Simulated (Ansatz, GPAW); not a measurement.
# Work function of a 7-layer slab of Ca(111) at several levels, part 2 of 2

Aim: the work function of both faces of a 7-layer slab of Ca(111), and its spread over functionals and bases.

GPAW 26.7.0 and Ansatz 0.2.0; Ansatz plane waves; slab in vacuum with a dipole correction, relaxation (the session's first sound run).

So far, upper work function (eV): step 2 (relaxation, PBE) 2.95; step 3 (plane waves, PBE) 2.96; step 4 (self-consistent run: xc = "revPBE") 2.89; step 5 (OptPBE vdW: xc = "optPBE-vdW", GPAW, PAW setups, GPAW) 3.09.

## (6) Self-consistent run: xc = "vdW-DF2"

The same geometry under vdW-DF2, to see how far the functional moves the levels against the vacuum (the van der Waals functionals take revPBE setups).

Input file run.py:

```python
import json
import numpy as np
from ase import Atoms
from gpaw import GPAW, PW

slab = Atoms(
    ['Ca', 'Ca', 'Ca', 'Ca', 'Ca', 'Ca', 'Ca'],
    positions=[
        [0.00000, 0.00000, 7.00000],
        [1.97283, 1.13901, 10.22161],
        [3.94566, 2.27803, 13.44323],
        [-0.00000, -0.00000, 16.62347],
        [1.97283, 1.13901, 19.80506],
        [3.94566, 2.27803, 22.98814],
        [-0.00000, -0.00000, 26.08423]],
    cell=[[3.94566, 0.0, 0.0], [1.97283, 3.41704, 0.0], [0.0, 0.0, 33.32969]],
    pbc=[True, True, False])

slab.calc = GPAW(mode=PW(400), xc='vdW-DF2', kpts={'size': (9, 9, 1), 'gamma': True},
                 occupations={'name': 'fermi-dirac', 'width': 0.1}, nbands='160%',
                 convergence={'density': 1e-05}, maxiter=200,
                 poissonsolver={'dipolelayer': 'xy'},
                 symmetry={'tolerance': 1e-3}, txt='slab.txt')
result = {}
energy = slab.get_potential_energy()
fermi = slab.calc.get_fermi_level()
v = slab.calc.get_electrostatic_potential().mean((0, 1)) - fermi
n = slab.calc.get_pseudo_density().mean((0, 1))
L = slab.cell[2, 2]
z = np.arange(len(v)) * L / len(v)
low, high = slab.positions[:, 2].min(), slab.positions[:, 2].max()
below, above = np.interp([low - 4.8, high + 4.8], z, v)
slopes = [np.interp(x, z, np.gradient(v, z)) for x in (low - 4.8, high + 4.8)]
eps = np.array([[slab.calc.get_eigenvalues(k, s) for k in range(len(slab.calc.get_ibz_k_points()))]
                for s in range(slab.calc.get_number_of_spins())]) - fermi
top, bottom = eps[eps < 0].max(), eps[eps > 0].min()
dipole = slab.get_dipole_moment()[2]
print(f'energy {energy:.4f} eV, Fermi level {fermi:.4f} eV, dipole {dipole:.5f} e A')
print(f'potential 4.8 A off the faces, from the Fermi level: lower {below:.4f} eV, upper {above:.4f} eV')
print(f'slope of the potential there: lower {slopes[0]:.5f}, upper {slopes[1]:.5f} eV/A')
print(f'nearest levels on the mesh: {top:.4f} and {bottom:.4f} eV')
print('magnetic moment', round(slab.get_magnetic_moment(), 3))
result.update(energy=energy, fermi=fermi, dipole=dipole, below=below, above=above, slopes=slopes, edges=[top, bottom],
              z=z.tolist(), v=v.tolist(), n=n.tolist(), positions=slab.positions.tolist(),
              forces=slab.get_forces(apply_constraint=False).tolist(), moments=slab.get_magnetic_moments().tolist())
json.dump(result, open('result.json', 'w'))
```

The run is started by

```
$ OMP_NUM_THREADS=1 OPENBLAS_NUM_THREADS=1 python run.py
```

Wall time 13 min (1 thread of Arm Neoverse N1, shared host); peak memory 0.66 GiB.

This step gave:

```yaml
dipole_along_the_normal: 0.002905 e·Å
levels_nearest_the_fermi_level_on_the_mesh: -0.01289, 0.04235 eV from the Fermi level
upper_work_function: 3.122 eV
lower_work_function: 3.160 eV
```

The upper face's work function is 3.122 eV, against 2.955 eV in the first plane-wave PBE run at this geometry.

## (7) Self-consistent run: xc = "LDA"

The same geometry under LDA, to see how far the functional moves the levels against the vacuum.

run.py: that of step 6 with these lines changed.

```diff
@@ -18,3 +18,3 @@
 
-slab.calc = GPAW(mode=PW(400), xc='vdW-DF2', kpts={'size': (9, 9, 1), 'gamma': True},
+slab.calc = GPAW(mode=PW(400), xc='LDA', kpts={'size': (9, 9, 1), 'gamma': True},
                  occupations={'name': 'fermi-dirac', 'width': 0.1}, nbands='160%',
```

It took 8 min on 1 thread; peak memory 0.34 GiB.

This step gave:

- dipole along the normal: 0.003219 e·Å
- levels nearest the Fermi level on the mesh: -0.01498, 0.03542 eV from the Fermi level
- upper work function: 3.052 eV
- lower work function: 3.094 eV

The electrostatic potential energy of an electron (without an applied field's), less the Fermi level, planar mean by z:

z (Å), electrostatic potential energy of an electron (without an applied field's), less the Fermi level, planar mean (eV) and a bar from the least value:
```
        0        3.1 ##############################
        1        3.1 ##############################
        2        3.1 ##############################
        3        3.1 ##############################
        4        3.0 ##############################
        5        2.4 #############################
        6       -0.6 #######################
        7      -11.7 
        8        0.1 ########################
        9        1.2 ##########################
       10       -9.8 ####
       11       -1.6 ####################
       12        1.7 ###########################
       13       -6.2 ###########
       14       -4.3 ###############
       15        1.8 ###########################
       16       -3.4 #################
       17       -7.3 #########
       18        1.6 ###########################
       19       -1.4 #####################
       20      -10.2 ###
       21        1.0 ##########################
       22        0.0 ########################
       23      -11.5 
       24        0.1 ########################
       25        0.6 #########################
       26      -11.3 #
       27       -1.1 #####################
       28        2.3 ############################
       29        2.9 ##############################
       30        3.0 ##############################
       31        3.1 ##############################
       32        3.1 ##############################
       33        3.1 ##############################
```

The upper face's work function is 3.052 eV, against 2.955 eV in the first plane-wave PBE run at this geometry.

## (8) Self-consistent run: xc = "RPBE"

The same geometry under RPBE, to see how far the functional moves the levels against the vacuum.

run.py: that of step 7 with these lines changed.

```diff
@@ -18,3 +18,3 @@
 
-slab.calc = GPAW(mode=PW(400), xc='LDA', kpts={'size': (9, 9, 1), 'gamma': True},
+slab.calc = GPAW(mode=PW(400), xc='RPBE', kpts={'size': (9, 9, 1), 'gamma': True},
                  occupations={'name': 'fermi-dirac', 'width': 0.1}, nbands='160%',
```

It took 8.7 min on 1 thread; peak memory 0.34 GiB.

Numbers from this step:

```yaml
dipole_along_the_normal: 0.003424 e·Å
levels_nearest_the_fermi_level_on_the_mesh: -0.007198, 0.02895 eV from the Fermi level
upper_work_function: 2.895 eV
lower_work_function: 2.940 eV
```

Table of electrostatic potential energy of an electron (without an applied field's), less the Fermi level, planar mean by z:

z (Å), electrostatic potential energy of an electron (without an applied field's), less the Fermi level, planar mean (eV) and a bar from the least value:
```
        0        2.9 ##############################
        1        2.9 ##############################
        2        2.9 ##############################
        3        2.9 ##############################
        4        2.8 ##############################
        5        2.2 #############################
        6       -0.9 ######################
        7      -12.0 
        8       -0.2 ########################
        9        0.9 ##########################
       10      -10.2 ####
       11       -2.0 ####################
       12        1.5 ###########################
       13       -6.5 ###########
       14       -4.7 ###############
       15        1.5 ###########################
       16       -3.7 #################
       17       -7.6 #########
       18        1.3 ###########################
       19       -1.7 #####################
       20      -10.5 ###
       21        0.8 ##########################
       22       -0.3 ########################
       23      -11.8 
       24       -0.2 ########################
       25        0.2 #########################
       26      -11.6 #
       27       -1.4 #####################
       28        2.1 ############################
       29        2.8 ##############################
       30        2.9 ##############################
       31        2.9 ##############################
       32        2.9 ##############################
       33        2.9 ##############################
```

The upper face's work function is 2.895 eV, against 2.955 eV in the first plane-wave PBE run at this geometry.

## (9) Real-space grid: mode = "fd"

A real-space grid is a second complete basis, so it checks the plane-wave result.

run.py: that of step 8 with these lines changed.

```diff
@@ -3,3 +3,3 @@
 from ase import Atoms
-from gpaw import GPAW, PW
+from gpaw import GPAW
 
@@ -18,3 +18,3 @@
 
-slab.calc = GPAW(mode=PW(400), xc='RPBE', kpts={'size': (9, 9, 1), 'gamma': True},
+slab.calc = GPAW(mode='fd', h=0.18, xc='PBE', kpts={'size': (9, 9, 1), 'gamma': True},
                  occupations={'name': 'fermi-dirac', 'width': 0.1}, nbands='160%',
```

Wall time 42 min (1 thread); peak memory 1.4 GiB.

This step gave:

```yaml
dipole_along_the_normal: 0.003144 e·Å
levels_nearest_the_fermi_level_on_the_mesh: -0.01617, 0.007339 eV from the Fermi level
upper_work_function: 2.952 eV
lower_work_function: 2.994 eV
```

The upper face's work function is 2.952 eV, against 2.955 eV in the first plane-wave PBE run at this geometry.

## (10) Atomic orbitals: mode = "lcao"

Atom-centred orbitals end a few angstrom from the surface, which tests how much the density's tail matters.

run.py: that of step 9 with these lines changed.

```diff
@@ -18,4 +18,4 @@
 
-slab.calc = GPAW(mode='fd', h=0.18, xc='PBE', kpts={'size': (9, 9, 1), 'gamma': True},
-                 occupations={'name': 'fermi-dirac', 'width': 0.1}, nbands='160%',
+slab.calc = GPAW(mode='lcao', basis='dzp', h=0.18, xc='PBE', kpts={'size': (9, 9, 1), 'gamma': True},
+                 occupations={'name': 'fermi-dirac', 'width': 0.1}, nbands='120%',
                  convergence={'density': 1e-05}, maxiter=200,
```

The job ended after 37 min (1 thread; peak memory 0.59 GiB).

This step gave:

```
dipole along the normal                    : 0.003404 e·Å
levels nearest the Fermi level on the mesh : -0.01584, 0.004197 eV from the Fermi level
upper work function                        : 2.928 eV
lower work function                        : 2.974 eV
```

The upper face's work function is 2.928 eV, against 2.955 eV in the first plane-wave PBE run at this geometry.

## (11) The ladder

Times are for 1 thread of Arm Neoverse N1, shared host. The series side by side:

```csv
no.,run,upper work function (eV),lower work function (eV),time,memory (GiB)
1,pw,2.955,2.999,7.9 min,0.34
2,revPBE,2.893,2.938,8.3 min,0.34
3,optPBE vdW,3.086,3.125,10 min,0.66
4,vdW DF2,3.122,3.160,13 min,0.66
5,LDA,3.052,3.094,8 min,0.34
6,RPBE,2.895,2.940,8.7 min,0.34
7,fd,2.952,2.994,42 min,1.4
8,lcao,2.928,2.974,37 min,0.59
```

## (12) A second plane-wave code

A second program with its own datasets checks the number independently.

This step: Ansatz plane waves; slab in vacuum with a dipole correction (Ansatz 0.2.0).

Input file input.yaml:

```yaml
crystal:
  lattice:
    - [3.945655839, 0.0, 0.0]
    - [1.9728279195, 3.4170381912, 0.0]
    - [0.0, 0.0, 33.3296870125]
  atoms:
    - { symbol: Ca, position: [0.0, 0.0, 0.2100229743] }
    - { symbol: Ca, position: [0.3333333333, 0.3333333333, 0.3066819829] }
    - { symbol: Ca, position: [0.6666666667, 0.6666666667, 0.4033409914] }
    - { symbol: Ca, position: [0.0, 0.0, 0.4987587128] }
    - { symbol: Ca, position: [0.3333333333, 0.3333333333, 0.5942167872] }
    - { symbol: Ca, position: [0.6666666667, 0.6666666667, 0.6897196851] }
    - { symbol: Ca, position: [0.0, 0.0, 0.7826123851] }
kpoints:
  mp_grid: { grid: [9, 9, 1] }
hamiltonian:
  xc: pbe
scf:
  occupations: { method: fermi_dirac, width: 0.1 }
efield:
  axis: 3
  dipole_correction: true
  ramp_width: 0.05
output:
  forces: true
  write_potential: true
  write_density: true
  volumetric_format: npy
  elf: true
```

The run is started by

```
$ ansatz run input.yaml --threads 4 --pin off --max-ram 8192MiB --backend cpu --events-out ev --progress --plain --runs-dir out
```

Elapsed: 19 s, on 4 threads; peak memory 0.84 GiB.

This step gave:

| Item | Value |
| --- | --- |
| upper work function | 2.951 eV |
| lower work function | 2.996 eV |
| dipole along the normal | 0.003328 e·Å |
| dipole field | 0.001340 V/Å |
| vacuum level above | 5.291 eV |
| vacuum level below | 5.336 eV |

The electrostatic potential energy of an electron (with the applied field's), less the Fermi level, planar mean oscillates, so the rows of the table below give means over windows of 3.26 Å about each position, cut where the curve ends. Its maxima inside the range that stand out by 2 % of the span (Å: eV): 8.6: 1.70, 11.9: 1.70, 15.0: 1.62, 18.2: 1.64, 21.3: 1.59, 24.6: 1.43. Its minima: 7.0: -9.57, 10.2: -9.46, 13.5: -9.43, 16.6: -9.42, 19.8: -9.40, 23.0: -9.38, 26.1: -9.53.

The electrostatic potential energy of an electron (with the applied field's), less the Fermi level, planar mean by z; means over each step:

z (Å), electrostatic potential energy of an electron (with the applied field's), less the Fermi level, planar mean (eV) and a bar from the least value:
```
     1.63       2.99 ##############################
     4.89       1.33 ######################
     8.15      -2.90 ##
    11.41      -2.85 ##
    14.67      -2.97 ##
    17.93      -2.99 ##
    21.19      -3.00 ##
    24.45      -3.33 
    27.71      -0.36 ##############
    30.97       2.94 ##############################
```

The valence density, planar mean oscillates, so the rows of the table below give means over windows of 3.18 Å about each position, cut where the curve ends. Its maxima inside the range that stand out by 2 % of the span (Å: e/Å³): 7.0: 0.631, 10.2: 0.629, 13.5: 0.626, 16.6: 0.627, 19.8: 0.625, 23.0: 0.628, 26.1: 0.633. Its minima: 8.6: 0.0506, 11.9: 0.0507, 15.1: 0.0523, 18.2: 0.0520, 21.5: 0.0517, 24.6: 0.0546.

Table of valence density, planar mean by z; means over each step:

z (Å), valence density, planar mean (e/Å³) and a bar:
```
     1.59      0.000 
     4.77      0.024 ###
     7.95      0.232 #############################
    11.13      0.231 #############################
    14.31      0.233 #############################
    17.49      0.233 #############################
    20.67      0.233 #############################
    23.85      0.238 ##############################
    27.03      0.207 ##########################
    30.21      0.001
```

Force by atom:

```csv
atom,x (eV/Å),y (eV/Å),z (eV/Å),size
Ca1,0.000,0.000,0.100,0.100
Ca2,0.000,0.000,-0.062,0.062
Ca3,0.000,0.000,-0.040,0.040
Ca4,0.000,0.000,0.001,0.001
Ca5,0.000,0.000,0.005,0.005
Ca6,0.000,0.000,-0.011,0.011
Ca7,0.000,0.000,0.007,0.007
```

ELF in the ca plane at fractional y = 0.000, with atoms of Ca within 0.2 Å of it. It is the smooth field of the valence electrons, not physical close to the nuclei.

Ten even steps from '0' (0.00) to '9' (0.86), each cell a mean:
```
11699994025655677777666665206999950011100000
20279961135432356776433345302799720022100000
42012211354210014654100124420122101232100000
55311113552000002441000012553211134542100000
66643456652011101331001002566555666643100000
66432235652001001331001002565433456543100000
53100002453100012552100013531000012332100000
31146630145311135665311235411366300122100000
20599983035544567776654565204999940011100000
11799995025666677777766665217999961011100000
```
Columns run along c (16.0 Å, from fractional 0.45 to 0.93 of the cell), rows up along a (3.9 Å). Atoms in or near the plane, at fractional coordinates: Ca at (0.50, 0.00), Ca at (0.78, 0.00).

Electrostatic potential energy in the ca plane at fractional y = 0.000, with atoms of Ca within 0.2 Å of it. With pseudopotentials it is smooth inside the atoms' cores, unlike the true potential.

Ten even steps from '0' (-44 eV) to '9' (5 eV), each cell a mean:
```
98510026899999999999999999985100168999999999
98752368999999999999999999997523588999999999
99887789999999999999999999998877889999999999
99999999999988899999988899999999999999999999
99999999999888889999888899999999999999999999
99999999999988889999888899999999999999999999
99988899999988899999988999999888899999999999
99875678999999999999999999998755789999999999
98620047899999999999999999986200378999999999
98500016899999999999999999985000168999999999
```
Columns run along c (16.0 Å, from fractional 0.45 to 0.93 of the cell; values clipped at the 3rd and 97th percentile), rows up along a (3.9 Å). Atoms in or near the plane, at fractional coordinates: Ca at (0.50, 0.00), Ca at (0.78, 0.00).

Valence density in the ca plane at fractional y = 0.000, with atoms of Ca within 0.2 Å of it. It is the smooth field of the valence electrons, not physical close to the nuclei.

Ten steps, logarithmic in the rise over the least value, from '0' (0.0 e/Å³) to '9' (6.4 e/Å³), each cell a mean:
```
12589974111111111111111111125899741000000000
11357752111111111111111111113577521000000000
11123321111111111111111111111233210000000000
11111111111112111111112111111111110000000000
11111111111122211111122211111111110000000000
11111111111122211111122211111111110000000000
11112111111111111111111111111122110000000000
11245531111111111111111111112455310000000000
12478863111111111111111111114788631000000000
12689984111111111111111111125899841000000000
```
Columns run along c (16.0 Å, from fractional 0.45 to 0.93 of the cell), rows up along a (3.9 Å). Atoms in or near the plane, at fractional coordinates: Ca at (0.50, 0.00), Ca at (0.78, 0.00).

The upper face's work function is 2.951 eV, against 2.955 eV in the first plane-wave PBE run at this geometry.

## (13) Side by side

Results and costs are gathered.

This step: comparison of work functions, dipole and cost (GPAW 26.7.0).

Ladder, by row:

```csv
step,code,"work function, upper (eV)","work function, lower (eV)",dipole (e Å),wall time (s),peak memory (GiB),threads
pw,GPAW,2.955,2.999,0.003325,475.3,0.34,1
revPBE,GPAW,2.893,2.938,0.003422,496,0.34,1
optPBE-vdW,GPAW,3.086,3.125,0.002975,618.2,0.66,1
vdW-DF2,GPAW,3.122,3.16,0.002905,760.5,0.66,1
LDA,GPAW,3.052,3.094,0.003219,477.1,0.34,1
RPBE,GPAW,2.895,2.94,0.003424,519.1,0.34,1
fd,GPAW,2.952,2.994,0.003144,2497,1.44,1
lcao,GPAW,2.928,2.974,0.003404,2230,0.59,1
ansatz,Ansatz,2.951,2.996,0.003328,18.98,0.845,4
```

## (14) Results

| Quantity | Value |
| --- | --- |
| work function, upper and lower face | 2.955 and 2.999 eV |
| dipole along the normal | 0.00333 e Å |

With plane waves and PBE the work function is 2.96 eV on the upper face and 3.00 eV on the lower. The measured value for polycrystalline Ca, which weights the faces of low work function, is 2.87 eV (as compiled in "Anisotropic work function of elemental crystals", 2019, arxiv:1902.07811); the relaxed upper face lies 0.085 eV over it with PBE, and revPBE comes nearest (2.89 eV). Measured work functions scatter by a tenth of an eV or more between methods. Over the sound runs of the table the upper face's work function spans 2.893 (revPBE) to 3.122 eV (vdW-DF2). The two plane-wave codes differ by 0.0041 eV on the upper face. The in-plane lattice was kept as typed, which isn't the functional's own and leaves some strain; spin-orbit coupling and temperature are left out.

[Logs are printed without paths, hosts, clocks, repeated set-up lines and the standing remarks that a program may print on its own settings, such as how far it seeks lower states.]

[Hosts, paths, dates, database ids (printed as entryN), source tags and the programs' standing remarks are cut or masked in the printed files.]
